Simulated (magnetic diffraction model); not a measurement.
## Which magnetic order? PrCuSn2Ge

Space group Cmmm (no. 65), a = 4.4600 Å, b = 22.9980 Å, c = 4.4210 Å.

| site | atom | x | y | z |
| --- | --- | --- | --- | --- |
| 4j | Pr | 1/2 | 0.1707 | 1/2 |
| 4i | Sn | 0 | 0.2147 | 0 |
| 4i | Sn | 0 | 0.4464 | 0 |
| 4j | Ge | 0 | 0.0550 | 1/2 |
| 4i | Cu | 1/2 | 0.3928 | 0 |

This is a made-up structure (elements placed in a structure type, unrelaxed), so the numbers test the method and describe no known phase.

Only Pr is taken to order (form factors of Pr3+); orders and moment sizes are assumed, and not adapted to the symmetry. Radiation: neutrons of λ = 1.8 Å, 3° to 45°; isotropic B of 0.45 Å² (Pr), 0.48 Å² (Sn), 0.56 Å² (Ge) and 0.69 Å² (Cu). Simulated constant-wavelength pattern: nuclear and magnetic terms add, the magnetic one as |2.695 fm × Σ f S⊥ exp(2πi Q·r) exp(−B s²)|², summed over all Q at one angle with the factor 1/(sin²θ cos θ). For collinear order S is the moment m, which repeats by lattice and centring translations R with the sign exp(−2πi k·R). Free-ion form factors, Sears's scattering lengths of 1992, no absorption; a label names one of the reflections at its angle. The strongest nuclear line in the range is 100, and lines under 0.2 are left out.

Above the ordering temperature:

| 2θ (°) | index | I |
| --- | --- | --- |
| 8.98 | (0 2 0) | 23.6 |
| 18.01 | (0 4 0) | 1.0 |
| 23.49 | (0 0 1) | 8.4 |
| 23.72 | (1 1 0) | 14.9 |
| 25.20 | (0 2 1) | 2.2 |
| 27.00 | (1 3 0) | 0.7 |
| 27.16 | (0 6 0) | 8.2 |
| 29.76 | (0 4 1) | 0.3 |
| 32.65 | (1 5 0) | 4.5 |
| 33.63 | (1 1 1) | 5.0 |
| 36.09 | (1 3 1) | 100.0 |
| 36.21 | (0 6 1) | 12.3 |
| 36.49 | (0 8 0) | 10.7 |
| 39.78 | (1 7 0) | 10.1 |
| 40.62 | (1 5 1) | 1.8 |
| 43.86 | (0 8 1) | 6.9 |

Below it (cell unchanged):

| 2θ (°) | I |
| --- | --- |
| 8.98 | 23.6 |
| 11.80 | 8.8 |
| 16.16 | 2.7 |
| 18.01 | 1.0 |
| 19.59 | 1.0 |
| 23.49 | 8.4 |
| 23.72 | 14.9 |
| 25.20 | 2.2 |
| 26.36 | 3.4 |
| 27.00 | 0.7 |
| 27.16 | 8.2 |
| 27.50 | 0.3 |
| 28.64 | 2.7 |
| 29.76 | 0.3 |
| 30.77 | 1.6 |
| 32.65 | 4.5 |
| 33.63 | 5.0 |
| 35.31 | 0.9 |
| 36.09 | 100.0 |
| 36.21 | 12.3 |
| 36.48 | 1.1 |
| 36.49 | 10.7 |
| 37.10 | 0.8 |
| 38.81 | 0.6 |
| 39.78 | 10.1 |
| 39.88 | 0.5 |
| 40.62 | 1.8 |
| 42.85 | 1.2 |
| 43.61 | 0.4 |
| 43.86 | 6.9 |
| 44.38 | 1.1 |

**Question.** Check that the new lines index with k = (1/2 1/2 0), then choose among these models:
A. collinear moments along [111], 1.7 μB on Pr; signs + at (1/2, 0.1707, 1/2), − at (0, 0.3293, 1/2)
B. collinear moments along [010], 1.7 μB on Pr; signs + at (1/2, 0.1707, 1/2), + at (0, 0.3293, 1/2)
C. collinear moments along [111], 1.7 μB on Pr; signs + at (1/2, 0.1707, 1/2), + at (0, 0.3293, 1/2)
D. collinear moments along [010], 1.7 μB on Pr; signs + at (1/2, 0.1707, 1/2), − at (0, 0.3293, 1/2)

The new lines index as (1/2 1/2 0) at 11.80°, (1/2 5/2 0) at 16.16°, (1/2 -7/2 0) at 19.59° and (1/2 1/2 1) at 26.36°, that is as H ± k with k = (1/2 1/2 0), one of 2 inequivalent arms of its star (k and −k counted as one), which a powder can't tell apart. Half indices mean that the moments reverse under translations with k·R a half-integer, and the magnetic cell has twice the primitive volume.

Magnetic intensity, observed (below minus above) and for each model:

| 2θ (°) | index | observed | A | B | C | D |
| --- | --- | --- | --- | --- | --- | --- |
| 11.80 | (1/2 1/2 0) | 8.8 | 2.8 | 8.8 | 7.9 | 3.1 |
| 13.41 | (1/2 -3/2 0) | <0.2 | 8.5 | <0.2 | <0.2 | 7.1 |
| 16.16 | (1/2 5/2 0) | 2.7 | 0.5 | 2.7 | 1.8 | 0.7 |
| 26.36 | (1/2 1/2 1) | 3.4 | 1.2 | 3.4 | 3.3 | 1.2 |
| 27.14 | (1/2 -3/2 1) | <0.2 | 4.2 | <0.2 | <0.2 | 4.1 |
| 28.64 | (1/2 5/2 1) | 2.7 | 0.6 | 2.7 | 2.4 | 0.7 |
| 33.41 | (1/2 9/2 1) | <0.2 | 1.5 | <0.2 | <0.2 | 1.7 |
| 43.37 | (3/2 3/2 1) | <0.2 | 1.4 | <0.2 | <0.2 | 1.5 |

Model B matches.

The absence at (1/2 -3/2 0) is telling: the sublattices cancel there.

The structure used: k = (1/2 1/2 0), collinear moments along [010], 1.7 μB on Pr; signs + at (1/2, 0.1707, 1/2), + at (0, 0.3293, 1/2).
